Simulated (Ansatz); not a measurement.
# Dielectric function and optical constants of TiO2, part 2 of 2

What colour and refractive index does TiO2 have at this level of theory?

Ansatz 0.2.0; DFT, PBE, plane-wave PAW, default files, scalar-relativistic, independent-particle optical response without local fields.

So far. Step 2 (Ground state and bands): There is a gap, 1.84 eV on the path, so no carriers' term is needed. The cell is left with a pressure of -1.4 GPa and forces up to 0.06 eV/Å, as it stands unrelaxed at this level.

**3. Spectrum**

The spectrum is a sum over vertical transitions between filled and empty bands at the fixed density, so many empty bands are needed.

This step: DFT, PBE, plane-wave PAW, default files, scalar-relativistic, independent-particle optical response without local fields (Ansatz 0.2.0).

input.yaml reads:

```yaml
crystal:
  lattice:
    - [-2.97316, 3.287369, 3.287402]
    - [2.97316, -3.287369, 3.287402]
    - [2.97316, 3.287369, -3.287402]
  atoms:
    - { symbol: Ti, position: [0.0, 0.5, 0.0] }
    - { symbol: Ti, position: [0.0, 0.0, 0.5] }
    - { symbol: Ti, position: [0.495245, 0.245245, 0.25] }
    - { symbol: Ti, position: [0.504755, 0.754755, 0.75] }
    - { symbol: O, position: [0.695081, 0.69523, 0.500149] }
    - { symbol: O, position: [0.695081, 0.194932, 0.999851] }
    - { symbol: O, position: [0.804516, 0.749617, 0.054899] }
    - { symbol: O, position: [0.194718, 0.749617, 0.445101] }
    - { symbol: O, position: [0.805282, 0.250383, 0.554899] }
    - { symbol: O, position: [0.304919, 0.805068, 0.000149] }
    - { symbol: O, position: [0.195484, 0.250383, 0.945101] }
    - { symbol: O, position: [0.304919, 0.30477, 0.499851] }
kpoints:
  mp_grid: { grid: [5, 5, 5] }
scf:
  occupations: { method: fixed }
hamiltonian:
  xc: pbe
  pseudopotentials: { kind: paw }
output:
  optics:
    e_range: [0, 14]
    de: 0.05
    sigma: 0.1
    nscf_kmesh: { grid: [6, 6, 6] }
    bands: { spectra_wanted_up_to: 14 }
```

Run with:

```sh
ansatz run input.yaml --threads 4 --pin off --max-ram 8192MiB --backend cpu --events-out ev --progress --plain --runs-dir out
```

Numbers of over 12 decimals in the logs are rounded to 6 here.

The program printed:

```text
[...]
Crystal: 12 atoms, lattice volume = 128.523 Å³
Basis set: ecut = 420 eV, 2497 PW (Γ)
Bands: 60, of which v1, the nominal top of the filled ones, is band 48 counted from 1 (47 counted from 0)
Symmetry: 8 space group operations
[...]
k-points: 27 of 125
[...]
SCF iter   1: F=—  HF=-14554.603636 eV  |F-HF|=—  |Δ(HF+E_count)|=         —  Δρ=2.23e-3  dr2=3.99e-3  ethr=1.77e-3  ⟨swp⟩=3.0  Hψ=5379  notcnv=0  defer=166
[...]
SCF iter  12: F=-14554.605808 eV  HF=-14554.605808 eV  |F-HF|=3.64e-12  |Δ(HF+E_count)|=  3.64e-12  Δρ=3.48e-8  dr2=1.49e-12  ethr=1.00e-12  ⟨swp⟩=2.1  Hψ=3028  notcnv=0
SCF 1 converged in 12 iterations: F = -14554.605808 eV  dr2 = 1.49e-12
[...]
NSCF: frozen V_eff on 46 k-points
[...]
output.optics: what the bands over the 93 summed would add to eps1, eps2 and the energy-loss function is held between a lower and an upper bound (11 Lanczos steps). eps1, eps2 and their loss function (loss_summed_bands) are given on every row as the summed bands alone make them. Along an axis, on a row where the two bounds hold the loss function to about 1 % of the greater of itself and 0.5 % of |1/eps|, its cell (loss_completed) is given, with the completed eps1 and eps2 that it is formed of (a cell that is left empty reads nan in the table and null in the record). The two bounds hold it so along every axis on all 281 rows up to 14.000 eV. [rest of the remark cut]
SCF converged after 12 iterations
Free energy (F): -14554.605808 eV
[...]
Internal energy: -14554.605808 eV  (E = F + TS)
E sigma→0 (E₀):  -14554.605808 eV
Fermi energy:    8.691507 eV
[...]
--- Band table (eV; the first three rows and the last of 27) ---
  k-point 0: bands = [... 44 lower, 8.0234, 8.2540, 8.2555, 8.6915, 10.5290, 10.8089, 11.0684, 11.1215, ... 8 higher]
  k-point 1: bands = [... 44 lower, 7.9005, 7.9652, 7.9778, 8.5656, 10.7992, 11.0097, 11.0460, 11.1066, ... 8 higher]
  k-point 2: bands = [... 44 lower, 7.4625, 7.5987, 7.9965, 8.2118, 10.9162, 10.9557, 11.1326, 11.4400, ... 8 higher]
  k-point 26: bands = [... 44 lower, 7.2545, 7.2938, 7.5065, 7.5134, 10.7479, 10.7561, 11.1454, 11.2294, ... 8 higher]
```

Run time: 2.4 min. Hardware: 4 threads of Arm Neoverse V1, shared host; peak memory 2.8 GiB.

Read-outs, printed or worked out from the files:

```
electronic dielectric constant ε∞, mean over x, y and z (by symmetry where fewer were run)                                                          : 8.062
absorption onset, first axis (α over 10⁴ cm⁻¹, or the direct gap if that lies higher)                                                               : 2.310 eV
main peak of Im epsilon, first axis                                                                                                                 : 3.642 eV
photocurrent from vertical transitions in a film 500 nm thick on a perfect mirror (two passes), AM1.5G, no front reflection, all carriers collected : 10.13 mA/cm²
least direct gap on the mesh                                                                                                                        : 1.838 eV
bands summed                                                                                                                                        : 93
spectra valid up to                                                                                                                                 : 21.26 eV
program's estimate of the k-sum error in Im epsilon                                                                                                 : 0.08 %
electrons in the f-sum                                                                                                                              : 48.37
```

The Im ε has structure finer than the step of the table below, so its rows give means over 0.25 eV, whole bins alone (the curve runs from 0 to 14 eV). Peaks (eV: height): E ∥ x 3.650: 15.9, 5.750: 6.87, 7.200: 15.2; E ∥ y 2.900: 12.6, 3.350: 11.8, 4.350: 10.8, 7.300: 8.26; E ∥ z 2.900: 12.5, 3.350: 11.7, 4.350: 10.8, 7.300: 8.33.

Table of Im ε by photon energy; means over each step:

| photon energy (eV) | E ∥ x | E ∥ y | E ∥ z |
| --- | --- | --- | --- |
| 1.50 | 0 | 0 | 0 |
| 1.75 | 6.6e-5 | 0.00217 | 0.00199 |
| 2.00 | 0.00396 | 0.0544 | 0.0517 |
| 2.25 | 0.223 | 0.260 | 0.249 |
| 2.50 | 2.73 | 1.27 | 1.23 |
| 2.75 | 9.50 | 7.25 | 7.10 |
| 3.00 | 12.0 | 10.4 | 10.4 |
| 3.25 | 12.6 | 10.3 | 10.2 |
| 3.50 | 14.4 | 10.3 | 10.2 |
| 3.75 | 14.4 | 9.49 | 9.53 |
| 4.00 | 10.7 | 8.29 | 8.29 |
| 4.25 | 9.20 | 9.38 | 9.32 |
| 4.50 | 6.92 | 8.75 | 8.78 |
| 4.75 | 5.25 | 6.16 | 6.19 |
| 5.00 | 3.75 | 4.65 | 4.68 |
| 5.25 | 2.88 | 3.81 | 3.82 |
| 5.50 | 3.93 | 3.40 | 3.40 |
| 5.75 | 6.27 | 3.53 | 3.53 |
| 6.00 | 5.24 | 4.06 | 4.05 |
| 6.25 | 4.91 | 4.30 | 4.30 |
| 6.50 | 5.81 | 5.17 | 5.14 |
| 6.75 | 6.81 | 6.44 | 6.43 |
| 7.00 | 10.8 | 6.38 | 6.35 |
| 7.25 | 14.9 | 7.83 | 7.84 |
| 7.50 | 11.2 | 6.67 | 6.70 |
| 7.75 | 8.93 | 5.86 | 5.89 |
| 8.00 | 8.31 | 5.17 | 5.23 |
| 8.25 | 6.66 | 3.54 | 3.53 |
| 8.50 | 4.02 | 2.15 | 2.14 |
| 8.75 | 4.17 | 1.59 | 1.59 |
| 9.00 | 4.38 | 1.72 | 1.73 |
| 9.25 | 2.82 | 1.70 | 1.71 |
| 9.50 | 1.75 | 1.55 | 1.55 |
| 9.75 | 1.52 | 1.36 | 1.36 |
| 10.00 | 1.10 | 1.26 | 1.27 |
| 10.25 | 0.954 | 1.15 | 1.15 |
| 10.50 | 0.850 | 1.02 | 1.02 |
| 10.75 | 0.720 | 0.979 | 0.981 |
| 11.00 | 0.586 | 0.912 | 0.912 |
| 11.25 | 0.468 | 0.893 | 0.894 |
| 11.50 | 0.411 | 1.05 | 1.04 |
| 11.75 | 0.390 | 1.14 | 1.14 |
| 12.00 | 0.404 | 1.13 | 1.14 |
| 12.25 | 0.503 | 1.17 | 1.18 |
| 12.50 | 0.840 | 1.35 | 1.37 |
| 12.75 | 0.893 | 1.67 | 1.70 |
| 13.00 | 0.719 | 2.11 | 2.08 |
| 13.25 | 0.620 | 1.66 | 1.66 |
| 13.50 | 0.665 | 1.23 | 1.22 |
| 13.75 | 0.813 | 1.03 | 1.03 |

Table of Re ε by photon energy:

| photon energy (eV) | E ∥ x | E ∥ y | E ∥ z |
| --- | --- | --- | --- |
| 0.0 | 9.03 | 7.58 | 7.57 |
| 0.5 | 9.15 | 7.68 | 7.66 |
| 1.0 | 9.53 | 7.98 | 7.97 |
| 1.5 | 10.3 | 8.60 | 8.59 |
| 2.0 | 12.0 | 9.95 | 9.92 |
| 2.5 | 17.6 | 13.7 | 13.7 |
| 3.0 | 12.4 | 8.87 | 8.94 |
| 3.5 | 9.02 | 5.37 | 5.42 |
| 4.0 | 1.10 | 3.83 | 3.80 |
| 4.5 | -0.270 | -0.256 | -0.222 |
| 5.0 | 1.16 | 0.380 | 0.369 |
| 5.5 | 5.50 | 2.05 | 2.04 |
| 6.0 | 3.71 | 3.51 | 3.51 |
| 6.5 | 6.12 | 4.23 | 4.23 |
| 7.0 | 8.65 | 2.47 | 2.46 |
| 7.5 | -3.94 | -0.944 | -0.959 |
| 8.0 | -3.8 | -2.26 | -2.29 |
| 8.5 | -4.20 | -2.28 | -2.28 |
| 9.0 | -3.72 | -0.527 | -0.527 |
| 9.5 | -3.05 | -0.377 | -0.377 |
| 10.0 | -2.10 | -0.0232 | -0.0211 |
| 10.5 | -1.35 | 0.316 | 0.314 |
| 11.0 | -0.798 | 0.672 | 0.670 |
| 11.5 | -0.211 | 1.14 | 1.14 |
| 12.0 | 0.323 | 1.16 | 1.17 |
| 12.5 | 0.770 | 1.46 | 1.46 |
| 13.0 | 0.546 | 0.912 | 0.935 |
| 13.5 | 1.01 | 0.571 | 0.574 |
| 14.0 | 1.25 | 1.08 | 1.08 |

Refractive index n and extinction k against photon energy:

| photon energy (eV) | n, E ∥ x | k, E ∥ x | n, E ∥ y | k, E ∥ y |
| --- | --- | --- | --- | --- |
| 0.0 | 3.00 | 0 | 2.75 | 0 |
| 0.5 | 3.02 | 0 | 2.77 | 0 |
| 1.0 | 3.09 | 0 | 2.82 | 0 |
| 1.5 | 3.21 | 0 | 2.93 | 0 |
| 2.0 | 3.47 | 4.1e-4 | 3.16 | 0.00778 |
| 2.5 | 4.20 | 0.294 | 3.71 | 0.150 |
| 3.0 | 3.84 | 1.52 | 3.34 | 1.51 |
| 3.5 | 3.60 | 1.99 | 2.88 | 1.72 |
| 4.0 | 2.42 | 2.18 | 2.54 | 1.61 |
| 4.5 | 1.80 | 1.88 | 2.04 | 2.10 |
| 5.0 | 1.59 | 1.17 | 1.58 | 1.45 |
| 5.5 | 2.47 | 0.763 | 1.73 | 0.972 |
| 6.0 | 2.25 | 1.17 | 2.11 | 0.969 |
| 6.5 | 2.70 | 1.07 | 2.32 | 1.08 |
| 7.0 | 3.35 | 1.60 | 2.14 | 1.45 |
| 7.5 | 1.96 | 2.79 | 1.68 | 1.94 |
| 8.0 | 1.66 | 2.56 | 1.33 | 2.01 |
| 8.5 | 0.832 | 2.21 | 0.638 | 1.64 |
| 9.0 | 1.04 | 2.19 | 0.805 | 1.08 |
| 9.5 | 0.464 | 1.81 | 0.784 | 0.996 |
| 10.0 | 0.366 | 1.50 | 0.788 | 0.803 |
| 10.5 | 0.341 | 1.21 | 0.828 | 0.607 |
| 11.0 | 0.307 | 0.945 | 0.950 | 0.480 |
| 11.5 | 0.353 | 0.579 | 1.16 | 0.455 |
| 12.0 | 0.647 | 0.311 | 1.18 | 0.479 |
| 12.5 | 0.984 | 0.446 | 1.31 | 0.518 |
| 13.0 | 0.849 | 0.418 | 1.28 | 0.854 |
| 13.5 | 1.05 | 0.313 | 0.978 | 0.622 |
| 14.0 | 1.20 | 0.433 | 1.14 | 0.480 |

The reflectivity at normal incidence has structure finer than the step of the table below, so its rows give means over 0.5 eV, whole bins alone (the curve runs from 0 to 14 eV). Peaks (eV: height): E ∥ x 3.70: 45.8, 8.45: 61.6, 9.40: 66.7; E ∥ y 2.85: 41.9, 4.45: 41.3, 8.50: 52.5, 13.05: 13.8; E ∥ z 2.85: 41.9, 4.45: 41.2, 8.50: 52.6, 13.10: 13.6.

The reflectivity at normal incidence by photon energy; means over each step:

| photon energy (eV) | E ∥ x (%) | E ∥ y (%) | E ∥ z (%) |
| --- | --- | --- | --- |
| 0.5 | 25.3 | 22.1 | 22.0 |
| 1.0 | 26.1 | 22.8 | 22.8 |
| 1.5 | 27.6 | 24.2 | 24.2 |
| 2.0 | 30.7 | 27.0 | 27.0 |
| 2.5 | 38.1 | 33.7 | 33.6 |
| 3.0 | 41.2 | 38.1 | 38.1 |
| 3.5 | 43.0 | 36.9 | 36.9 |
| 4.0 | 41.7 | 33.7 | 33.7 |
| 4.5 | 35.8 | 38.1 | 38.1 |
| 5.0 | 21.4 | 28.2 | 28.3 |
| 5.5 | 22.1 | 18.6 | 18.6 |
| 6.0 | 25.0 | 20.0 | 20.0 |
| 6.5 | 26.7 | 24.5 | 24.5 |
| 7.0 | 37.7 | 30.1 | 29.9 |
| 7.5 | 49.6 | 38.6 | 38.5 |
| 8.0 | 50.7 | 44.0 | 44.2 |
| 8.5 | 55.4 | 48.8 | 48.9 |
| 9.0 | 53.4 | 29.6 | 29.6 |
| 9.5 | 64.0 | 24.4 | 24.4 |
| 10.0 | 63.2 | 17.8 | 17.8 |
| 10.5 | 56.4 | 11.1 | 11.2 |
| 11.0 | 51.6 | 5.96 | 5.99 |
| 11.5 | 34.3 | 4.81 | 4.79 |
| 12.0 | 8.93 | 5.30 | 5.34 |
| 12.5 | 4.71 | 6.48 | 6.59 |
| 13.0 | 5.18 | 12.3 | 12.2 |
| 13.5 | 2.54 | 9.14 | 9.12 |

The loss function −Im 1/ε at q → 0 has structure finer than the step of the table below, so its rows give means over 0.5 eV, whole bins alone (the curve runs from 0 to 14 eV). Peaks (eV: height): E ∥ x 11.70: 2.56; E ∥ y 5.30: 0.250, 10.45: 0.915, 13.55: 0.675; E ∥ z 5.30: 0.250, 10.45: 0.912, 13.50: 0.675.

Loss function −Im 1/ε at q → 0 against energy loss; means over each step:

| energy loss (eV) | E ∥ x | E ∥ y | E ∥ z |
| --- | --- | --- | --- |
| 1.5 | 0 | 0 | 0 |
| 2.0 | 6.4e-5 | 6.2e-4 | 5.9e-4 |
| 2.5 | 0.00891 | 0.00713 | 0.00698 |
| 3.0 | 0.0377 | 0.0458 | 0.0455 |
| 3.5 | 0.0523 | 0.0716 | 0.0713 |
| 4.0 | 0.0911 | 0.0958 | 0.0959 |
| 4.5 | 0.146 | 0.118 | 0.118 |
| 5.0 | 0.213 | 0.210 | 0.209 |
| 5.5 | 0.0991 | 0.217 | 0.218 |
| 6.0 | 0.123 | 0.156 | 0.157 |
| 6.5 | 0.0906 | 0.128 | 0.128 |
| 7.0 | 0.0639 | 0.134 | 0.134 |
| 7.5 | 0.0845 | 0.144 | 0.144 |
| 8.0 | 0.102 | 0.165 | 0.163 |
| 8.5 | 0.129 | 0.255 | 0.255 |
| 9.0 | 0.140 | 0.513 | 0.512 |
| 9.5 | 0.144 | 0.621 | 0.620 |
| 10.0 | 0.206 | 0.791 | 0.790 |
| 10.5 | 0.357 | 0.873 | 0.872 |
| 11.0 | 0.646 | 0.708 | 0.710 |
| 11.5 | 1.88 | 0.471 | 0.471 |
| 12.0 | 1.58 | 0.427 | 0.425 |
| 12.5 | 0.689 | 0.346 | 0.346 |
| 13.0 | 0.804 | 0.401 | 0.406 |
| 13.5 | 0.469 | 0.640 | 0.642 |

Optical constants at common wavelengths, from n + ik = √ε:

| wavelength (nm) | n x | k x | R (%) x | 1/α x | n y | k y | R (%) y | 1/α y |
| --- | --- | --- | --- | --- | --- | --- | --- | --- |
| 1064 | 3.12 | 0.000 | 26.5 | over 1 mm | 2.85 | 0.000 | 23.1 | over 1 mm |
| 800 | 3.23 | 0.000 | 27.8 | over 1 mm | 2.95 | 0.000 | 24.3 | over 1 mm |
| 532 | 3.89 | 0.059 | 34.9 | 714 nm | 3.45 | 0.055 | 30.3 | 763 nm |
| 405 | 3.82 | 1.538 | 40.3 | 21 nm | 3.30 | 1.389 | 35.3 | 23 nm |
| 365 | 3.61 | 1.817 | 41.2 | 16 nm | 3.14 | 1.836 | 38.8 | 16 nm |
| 308 | 2.40 | 2.162 | 40.9 | 11 nm | 2.54 | 1.604 | 32.7 | 15 nm |
| 193 | 2.57 | 0.992 | 25.1 | 15 nm | 2.21 | 1.008 | 21.9 | 15 nm |

Rows near the edge hang on the gap, which this functional as a rule makes too small, and phonon-assisted absorption is left out.

A film 1 µm thick would pass 27 % of daylight and look yellow in transmission (x = 0.540, y = 0.455). A larger true gap would move the edge to shorter wavelengths and change the colour.

The f-sum over the summed bands holds 48.4 of the cell's 96 electrons outside the frozen cores, 48 of which lie in bands more than 12 eV below the Fermi level, whose transitions come at higher energies. Up to 14 eV the strength has a mean oscillator energy of 5.4 eV, well above the main peak, so higher transitions carry much of it.

**4. Static response with local fields**

A static field by perturbation theory: the induced potential is included, and the Born charges come with it.

This step: DFT, PBE, plane-wave PAW, default files, scalar-relativistic, static field response by perturbation theory with local fields (Ansatz 0.2.0).

Edit input.yaml of step 3 so:

```diff
@@ -25,8 +25,2 @@
   pseudopotentials: { kind: paw }
-output:
-  optics:
-    e_range: [0, 14]
-    de: 0.05
-    sigma: 0.1
-    nscf_kmesh: { grid: [6, 6, 6] }
-    bands: { spectra_wanted_up_to: 14 }
+dielectric: {}
```

The program printed:

```text
[...]
Crystal: 12 atoms, lattice volume = 128.523 Å³
Basis set: ecut = 420 eV, 2497 PW (Γ), exchange–correlation on 80×80×80 points (8 copies of the dense FFT grid, shifted against one another)
Bands: 60, of which v1, the nominal top of the filled ones, is band 48 counted from 1 (47 counted from 0)
Symmetry: 8 space group operations
k-points: 63 of 125 (irreducible under 1 space group operation, time reversal used)
[...]
SCF iter   1: F=—  HF=-14554.603584 eV  |F-HF|=—  |Δ(HF+E_count)|=         —  Δρ=2.23e-3  dr2=3.99e-3  ethr=1.77e-3  ⟨swp⟩=3.0  Hψ=12557  notcnv=0  defer=384
[...]
SCF iter  10: F=-14554.605743 eV  HF=-14554.605743 eV  |F-HF|=7.46e-11  |Δ(HF+E_count)|=   1.42e-9  Δρ=2.47e-7  dr2=4.91e-11  ethr=1.00e-12  ⟨swp⟩=8.2  Hψ=13668  notcnv=0
SCF 1 converged in 10 iterations: F = -14554.605743 eV  dr2 = 4.91e-11
[...]
DFPT response loops at Γ: preconditioner auto → Resta (q_TF=auto, 2.599 Å⁻¹)  ε∞=5.7 (no band partly filled); β = 1.00, the filter's whole step (`scf.mixing.beta` (0.50) is not read by the response loops at its default; to damp them type it under 1.00, their step now; it binds the ground state too); Broyden in place of MSR1
── the response to a field inside a basis, on 6×6×6 k-points: an SCF that follows is theirs, and a resumed run solves both again ──
Bands: 49, of which v1, the nominal top of the filled ones, is band 48 counted from 1 (47 counted from 0)
k-points: 45 of 216
[...]
Eigensolver: Dense (45 Hₖ)
SCF iter   1: F=—  HF=-14554.412979 eV  |F-HF|=—  |Δ(HF+E_count)|=         —  Δρ=6.04e-4  dr2=1.44e-4  ethr=1.00e-1
[...]
SCF iter   6: F=-14554.413085 eV  HF=-14554.413085 eV  |F-HF|=5.07e-8  |Δ(HF+E_count)|=   7.57e-8  Δρ=6.84e-6  dr2=6.67e-8  ethr=1.36e-10
SCF 1 converged in 6 iterations: F = -14554.413085 eV  dr2 = 6.67e-8
[...]
SCF converged after 10 iterations
Free energy (F): -14554.605743 eV
[...]
Internal energy: -14554.605743 eV  (E = F + TS)
E sigma→0 (E₀):  -14554.605743 eV
Fermi energy:    8.691509 eV
[...]
--- Band table (eV; the first three rows and the last of 63) ---
  k-point 0: bands = [... 44 lower, 8.0234, 8.2540, 8.2555, 8.6915, 10.5290, 10.8089, 11.0684, 11.1215, ... 8 higher]
  k-point 1: bands = [... 44 lower, 7.9005, 7.9652, 7.9778, 8.5656, 10.7991, 11.0097, 11.0460, 11.1066, ... 8 higher]
  k-point 2: bands = [... 44 lower, 7.4625, 7.5987, 7.9965, 8.2118, 10.9162, 10.9557, 11.1326, 11.4400, ... 8 higher]
  k-point 62: bands = [... 44 lower, 7.5355, 7.6906, 7.6915, 8.3546, 10.9129, 11.2674, 11.2742, 11.3492, ... 8 higher]
--- Dielectric response (ions clamped): 3 representative field directions + reference, inside a basis on a mesh of 216 k-points (Σ response iterations 18) ---
  ε∞ (high-frequency dielectric tensor):
        8.911440     0.000000     0.000000
        0.000000     7.358738    -0.000000
        0.000000    -0.000000     7.344937
  Born effective charges Z* (e; rows j = field, columns β = displacement):
    site 0:
         7.73474    0.00000    0.16968
         0.00000    5.20991   -0.00000
         0.08863   -0.00000    7.24432
    site 1:
         7.73474    0.00000   -0.16968
         0.00000    5.20991   -0.00000
        -0.08863   -0.00000    7.24432
    site 2:
         7.71080    0.00000    0.00000
         0.00000    7.25221   -0.00000
         0.00000   -0.00000    5.19737
    site 3:
         7.71080    0.00000    0.00000
         0.00000    7.25221   -0.00000
         0.00000   -0.00000    5.19737
    site 4:
        -3.85744   -0.00000    0.11058
        -0.00000   -1.33314   -0.00000
         0.06102    0.00000   -4.88574
    site 5:
        -3.85744   -0.00000   -0.11058
        -0.00000   -1.33314   -0.00000
        -0.06102    0.00000   -4.88574
    site 6:
        -3.86533   -0.00000   -0.00000
        -0.00000   -4.89793    0.03629
        -0.00000    0.06077   -1.33511
    site 7:
        -3.86533   -0.00000   -0.00000
        -0.00000   -4.89793   -0.03629
        -0.00000   -0.06077   -1.33511
    site 8:
        -3.86533   -0.00000   -0.00000
        -0.00000   -4.89793   -0.03629
        -0.00000   -0.06077   -1.33511
    site 9:
        -3.85744   -0.00000   -0.11058
        -0.00000   -1.33314    0.00000
        -0.06102    0.00000   -4.88574
    site 10:
        -3.86533   -0.00000   -0.00000
        -0.00000   -4.89793    0.03629
        -0.00000    0.06077   -1.33511
    site 11:
        -3.85744   -0.00000    0.11058
        -0.00000   -1.33314    0.00000
         0.06102    0.00000   -4.88574
  Z* charge neutrality: 2.819e-2 e pre-enforcement
  solved inside a basis spanned on kpoints, on 6×6×6 k-points, its susceptibility summed on 8×8×8: ε∞ is read to err by 5.1e-2, Z* by 4.0e-2 e (field_mesh: kpoints solves on kpoints); Z* is corrected for what the basis lacks
```

Elapsed: 3.1 min, on 4 threads; peak memory 2.4 GiB.

Numbers from this step:

```
electronic dielectric constant ε∞, mean over x, y and z (by symmetry where fewer were run) : 7.872
```

ε∞ with local fields:

```
8.91 0.00 0.00
0.00 7.36 0.00
0.00 0.00 7.34
```

Diagonal elements. Born, by row:

| atom | Z*xx (e) | Z*yy (e) | Z*zz (e) |
| --- | --- | --- | --- |
| Ti1 | 7.735 | 5.21 | 7.244 |
| Ti2 | 7.735 | 5.21 | 7.244 |
| Ti3 | 7.711 | 7.252 | 5.197 |
| Ti4 | 7.711 | 7.252 | 5.197 |
| O5 | -3.857 | -1.333 | -4.886 |
| O6 | -3.857 | -1.333 | -4.886 |
| O7 | -3.865 | -4.898 | -1.335 |
| O8 | -3.865 | -4.898 | -1.335 |
| O9 | -3.865 | -4.898 | -1.335 |
| O10 | -3.857 | -1.333 | -4.886 |
| O11 | -3.865 | -4.898 | -1.335 |
| O12 | -3.857 | -1.333 | -4.886 |

Mean Born charges are Ti +6.72 and O -3.36, against formal valences of +4 and -2. They are far from isotropic: Ti has +7.73, +5.21 and +7.24 along x, y and z.

**5. Summary of results**

| Property | Result |
| --- | --- |
| gap on the path | 1.84 eV |
| least direct gap on the path | 1.84 eV |
| electronic dielectric constant ε∞, mean over x, y and z (by symmetry where fewer were run) (independent particles) | 8.06 |
| absorption onset, first axis (α over 10⁴ cm⁻¹, or the direct gap if that lies higher) | 2.31 eV |
| main peak of Im epsilon, first axis | 3.64 eV |
| photocurrent from vertical transitions in a film 500 nm thick on a perfect mirror (two passes), AM1.5G, no front reflection, all carriers collected | 10.1 mA/cm² |
| electronic dielectric constant ε∞, mean over x, y and z (by symmetry where fewer were run) (static response with local fields) | 7.87 |

**Reading.** At this level (PBE, independent particles) TiO2 has a mean ε∞ = 8.06 (7.87 with local fields) and n = 3.06 at 1550 nm (E ∥ x); absorption sets in near 2.3 eV, and Im ε peaks at 3.6 eV (E ∥ x). The gap on the path is direct, 1.84 eV. The absorption coefficient passes 10⁴ cm⁻¹ only at 2.31 eV, 0.47 eV above the least direct gap: the lowest transitions are weak or forbidden for this polarisation, or few states take part. Distinct maxima of Im ε, read by a parabola through the highest points, lie at 2.88 eV (13), 3.64 eV (16), 5.73 eV (6.9) and 7.22 eV (15) for E ∥ x. The static values by axis are 9.03 (x), 7.58 (y), 7.57 (z). The f-sum over the summed bands holds 48.4 of the cell's 96 electrons outside the frozen cores, 48 of which lie in bands more than 12 eV below the Fermi level, whose transitions come at higher energies. Up to 14 eV the strength has a mean oscillator energy of 5.4 eV, well above the main peak, so higher transitions carry much of it. A film 1 µm thick would pass 27 % of daylight and look yellow in transmission (x = 0.540, y = 0.455). A larger true gap would move the edge to shorter wavelengths and change the colour. With local fields and the functional's kernel the static response is 7.87 against 8.06 for independent particles (-2 %). In the base spectrum excitons and phonon-assisted transitions are missing, and so are local fields; PBE gaps are as a rule too small, which pulls the onset down and ε∞ up. In the base run ε includes the program's bounded estimate of what the bands above those summed add.

[Logs are printed without paths, hosts, clocks, repeated set-up lines and the standing remarks that a program may print on its own settings, such as how far it seeks lower states.]

[Hosts, paths, dates, database ids (printed as entryN), source tags and the programs' standing remarks are cut or masked in the printed files.]
